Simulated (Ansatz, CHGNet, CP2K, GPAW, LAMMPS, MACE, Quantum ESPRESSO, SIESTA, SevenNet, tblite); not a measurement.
# GPAW on amorphous 59Ga2O3-41P2O5 (mol %) (64 atoms): settings against a plane-wave reference, part 2 of 2

How do the settings of GPAW change the result for amorphous 59Ga2O3-41P2O5 (mol %) (64 atoms)? A plane-wave run serves as the yardstick.

Program: GPAW 26.7.0; the method stands at each step. Banners, paths, timers and routine set-up lines are dropped from the logs unmarked, and long logs keep their key lines alone; longer cuts are marked.

So far. Step 3 (PBE, LCAO szp(dzp), h 0.18 Å): Against the first run (43 %), the force difference from the reference is 55 %, at 0.81 times the CPU time, with 576 basis functions against 832: the smaller basis costs accuracy. Step 4 (PBE, LCAO dzp, h 0.22 Å): Against the first run (43 %), the force difference from the reference is 45 %, at 0.57 times the CPU time: the change moves forces by 135 meV/Å r.m.s., so most of the difference comes from elsewhere.

**5. PBE, LCAO sz(dzp), h 0.18 Å**

Method: Kohn-Sham DFT, PBE, PAW, atomic orbitals (sz(dzp)).

run.py reads:

```python
import numpy as np
from ase.io import read
from gpaw import GPAW, FermiDirac

atoms = read("structure.xyz")
atoms.calc = GPAW(
    mode="lcao",
    basis="sz(dzp)",
    h=0.18,
    xc="PBE",
    kpts={"size": (1, 1, 1), "gamma": True},
    occupations=FermiDirac(0.05),
    maxiter=200,
    symmetry={"point_group": False},
    txt="gpaw.txt",
)
energy = atoms.get_potential_energy(force_consistent=True)
forces = atoms.get_forces()
print(f"energy {energy:.6f} eV")
print("forces (eV/A)")
for i, (a, f) in enumerate(zip(atoms, forces)):
    print(f"{i:4d} {a.symbol:2s} {f[0]:10.5f} {f[1]:10.5f} {f[2]:10.5f}")
print(f"Fermi level {atoms.calc.get_fermi_level():.4f} eV")
for k in range(len(atoms.calc.get_ibz_k_points())):
    for s in range(atoms.calc.get_number_of_spins()):
        e = atoms.calc.get_eigenvalues(kpt=k, spin=s)
        n = np.searchsorted(e, atoms.calc.get_fermi_level())
        print(f"k {k} spin {s} levels about the Fermi level:", np.round(e[max(n - 6, 0):n], 4).tolist(), "|", np.round(e[n:n + 6], 4).tolist())
```

structure.xyz reads:

```xyz
64
Lattice="9.03743 0.00000 0.00000 0.00000 9.03743 0.00000 0.00000 0.00000 9.03743" Properties=species:S:1:pos:R:3 pbc="T T T"
[... 64 atom lines left out: the same atoms as in the first run ...]
```

Launch:

```
> OMP_NUM_THREADS=1 python run.py > output.txt
```

What it wrote:

```text
energy -266.659881 eV
forces (eV/A)
   0 Ga   -0.37220    0.31465   -0.88693
   1 Ga   -0.80218   -1.27522   -0.39425
   2 Ga   -0.41021    0.22601    1.20897
   3 Ga    0.70870   -0.15034   -0.43340
   4 Ga    1.10502    0.35704   -0.31256
   5 Ga   -0.13760   -0.32528   -0.37103
   6 Ga   -0.45200   -0.51762    1.72136
   7 Ga   -0.78246   -0.26082   -0.41687
   8 Ga   -0.25382    0.51012   -0.14436
   9 Ga   -1.48536    0.29539   -0.51065
  10 Ga    0.41311   -0.21293   -0.22323
  11 Ga   -0.70087    0.88017   -0.24692
[...]
59 O    -4.70437   -2.96304   -6.89582
  60 O     0.80539   -0.16407    1.12000
  61 O     5.48976   -6.15976    1.22666
  62 O    -5.25182    6.85581    5.24541
  63 O    -0.75399   -8.98329   -2.00556
Fermi level 5.6039 eV
k 0 spin 0 levels about the Fermi level: [4.5289, 4.595, 4.6956, 4.8696, 5.0994, 5.2588] | [5.9469, 7.6861, 8.1006, 8.2353, 8.4083, 8.5923]
```

gpaw.txt:

```text
Input parameters:
  mode=LCAO(),
  basis={'default': 'sz(dzp)'},
  h=0.18,
  kpts=MonkhorstPack(size=(1, 1, 1), gamma=True),
  maxiter=200,
  occupations=Occupations(name='fermi-dirac', width=0.05, fixmagmom=False),
  symmetry=Symmetry(point_group=False),
  xc=XC(name='PBE')
[... lines left out ...]
  Fermi-Dirac:
[... lines left out ...]
convergence criteria:
- Maximum [total energy] change in last 3 cyles: 0.0005 eV / valence electron
[... lines left out ...]
Converged in 12 steps
[... lines left out ...]
  Free energy:    -266.659881
[... lines left out ...]
Fermi level: 5.604
[... lines left out ...]
|          0 |       -19.607 |     2.000 |
|        ... |               |           |
|        160 |         4.417 |     2.000 |
|        161 |         4.441 |     2.000 |
[...]
|        175 |         9.069 |     0.000 |
|        ... |               |           |
|        205 |        13.909 |     0.000 |
Gap: 0.688 eV
Transition (v -> c):
  (s=0, k=0, n=167, [0.00, 0.00, 0.00]) -> (s=0, k=0, n=168, [0.00, 0.00, 0.00])
No difference between direct/indirect transitions
Force computation time: 3.814  # s
timing:  # [seconds]
  Total:  35.387  # ━━━━━━━━━━━━━━━━━━━━━━━━━━━━━━━━━━━━━━━━━━━━━━━━━━━━━━━━━
  Init:    4.871  # ━━━━━━━━
  SCF:    26.675  # ━━━━━━━━━━━━━━━━━━━━━━━━━━━━━━━━━━━━━━━━━━━
  Forces:  3.815  # ━━━━━━
```

Wall time 37 s (1 thread of Arm Neoverse V2, shared host); peak memory 0.94 GiB.

Against the reference:

| Item | Value |
| --- | --- |
| r.m.s. force component | 3.851 eV/Å |
| r.m.s. difference of force components | 3005 meV/Å |
| longest difference of force vectors | 8069 meV/Å |
| force difference over r.m.s. force | 283.7 % |
| slope of forces against the reference's | 3.086 |
| correlation of force components | 0.8487 |
| gap (highest filled to lowest empty level) | 0.6881 eV |
| gap difference | -0.6875 eV |

This is a coarse setting, run to see what it loses.

Against the first run (43 %), the force difference from the reference is 284 %, at 0.36 times the CPU time, with 256 basis functions against 832: the smaller basis costs accuracy.

The difference per atom is largest on O (5.8 eV/Å on average, against 1.6 on P).

**6. The ladder**

Differences are against the plane-wave reference, forces as r.m.s. over components; share is that over the reference's r.m.s. force, slope the least-squares factor from reference forces to these. Total energies of different programs have different zeros and aren't compared.

| run | Δ force, r.m.s. (meV/Å) | share (%) | slope | Δ gap (eV) | cores | CPU time | memory (GiB) |
| --- | --- | --- | --- | --- | --- | --- | --- |
| reference | - | - | - | - | 2 | 9.7 min | 2.0 |
| GPAW PBE, LCAO dzp, h 0.18 Å | 454 | 42.9 | 1.261 | -0.206 | 1 | 1.7 min | 1.2 |
| GPAW PBE, LCAO szp(dzp), h 0.18 Å (coarse) | 581 | 54.9 | 1.359 | -0.296 | 1 | 82 s | 1.2 |
| GPAW PBE, LCAO dzp, h 0.22 Å (coarse) | 476 | 44.9 | 1.264 | -0.214 | 1 | 58 s | 0.64 |
| GPAW PBE, LCAO sz(dzp), h 0.18 Å (coarse) | 3005 | 284 | 3.086 | -0.688 | 1 | 37 s | 0.94 |

Rows marked coarse were listed beforehand as settings not expected to be converged; some can still land near the reference.

CPU time is summed over cores on a shared host, where runs went side by side, so it is rough. Symmetry, cutoffs, thresholds, outputs and thread counts weren't matched or tuned between programs; memory under MPI is the largest rank's times the ranks.

Within one program, basis, potentials and functional, energies share a zero. Each run against its twin at the usual cutoff or grid and solver:

| run | twin | Δ energy (meV/atom) | Δ force, r.m.s. (meV/Å) | CPU time over the twin's |
| --- | --- | --- | --- | --- |
| GPAW PBE, LCAO dzp, h 0.22 Å | LCAO dzp, h 0.18 Å | 210 | 135 | 0.57 |

**7. Results**

```
nearest in forces : GPAW PBE, LCAO dzp, h 0.18 Å, 43 %
its CPU time      : 1.7 min
```

**Reading.** The PBE run in local orbitals, coarse settings apart, differs by 43 % (GPAW PBE, LCAO dzp, h 0.18 Å); basis, grid and potentials can all enter, and differences of this size make the forces unusable. Runs with settings chosen to be coarse differ by 45 % (GPAW PBE, LCAO dzp, h 0.22 Å) to 284 % (GPAW PBE, LCAO sz(dzp), h 0.18 Å), their programs' other errors included. Of the electronic-structure runs that take under half the reference's CPU time, GPAW PBE, LCAO dzp, h 0.18 Å comes nearest, at 43 % in 1.7 min against 9.7 min. GPAW PBE, LCAO dzp, h 0.22 Å stiffens the forces by a factor of 1.26 while following their directions (correlation 0.961). At the same functional, gaps differ from the reference's 1.38 eV by between -0.69 and -0.21 eV. The potentials hold different valence shells: 466 electrons in the reference, 336 in GPAW; this bears on time and differences. GPAW's setups keep the filled d shell of Ga in the core. In our tests on small cells the SSSP efficiency potentials stood apart from two norm-conserving sets, for C–F bonds most and for P–O bonds less, so differences between them and other runs here needn't be the other run's error. GPAW's Ga setup keeps the 3d shell in the core. The quench rate of 100 K/ps is many orders above laboratory rates, so the cell is likely richer in defects and strain than a real sample. The network of bonds at the start is that of the classical potential that made the cell, and needn't be the one that DFT or experiment would give. The reference's stress is far from hydrostatic: its diagonal is -2.5, -0.2, 1.3 GPa, compression counted positive. The electronic-structure runs sample only Γ, in a cell whose shortest periodic width is 9 Å.

[Also dropped from logs without a mark: logging warnings of Python, and SIESTA's first energy breakdown and zero terms.]

[Logs are printed without paths, hosts, clocks, repeated set-up lines and the standing remarks that a program may print on its own settings, such as how far it seeks lower states.]

[Hosts, paths, dates, database ids (printed as entryN), source tags and the programs' standing remarks are cut or masked in the printed files.]
